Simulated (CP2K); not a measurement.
Consider propionitrile at its PBE geometry (Å).

```xyz
9

C    -0.9794    0.3205    0.0067
C     0.3320   -0.3956   -0.3575
C     1.4376   -0.0376    0.5292
N     2.3087    0.2618    1.2417
H    -1.7743    0.0179   -0.6862
H    -1.2946    0.0667    1.0259
H    -0.8622    1.4091   -0.0539
H     0.2001   -1.4875   -0.3174
H     0.6321   -0.1553   -1.3885
```

Method: CP2K XAS_TDP, all-electron GAPW, PBEh(45%), aug-cc-pVDZ, TDA, GW2X-corrected core level, no relativity.

Question: Where do the N K-edge lines lie, and how strong are they?

Leading lines: N4 401.26 eV. The leading line of an atom is its first one with 35 % of the strongest within 2.5 eV of its lowest line over the strength cut. Core ionisation energies at this level: N4 406.09 eV.

The first six lines of each atom with a strength over 0.0015:

| atom | energy (eV) | states | strength, one atom | above the computed threshold |
| --- | --- | --- | --- | --- |
| N4 (bonded to C) | 401.26 | 1 | 0.0536 |  |
|  | 401.34 | 1 | 0.0535 |  |
|  | 406.25 | 1 | 0.0024 | yes |
|  | 407.03 | 1 | 0.0056 | yes |
|  | 407.68 | 1 | 0.0023 | yes |
|  | 408.45 | 1 | 0.0017 | yes |

Lines are vertical, at one geometry, with no vibrational structure. GW2X ionisation energies and lines can be off by 1 to 2 eV either way, and a good line position may hide errors that cancel. These values hold no scalar relativity, about 0.2 eV for N 1s. Rydberg lines, and the discretised continuum above threshold, depend on the basis and the box.

[Banner, clock and machine lines of the logs are left out without a mark of their own.]

[Logs are printed without paths, hosts, clocks, repeated set-up lines and the standing remarks that a program may print on its own settings, such as how far it seeks lower states.]

[Hosts, paths, dates, database ids (printed as entryN), source tags and the programs' standing remarks are cut or masked in the printed files.]
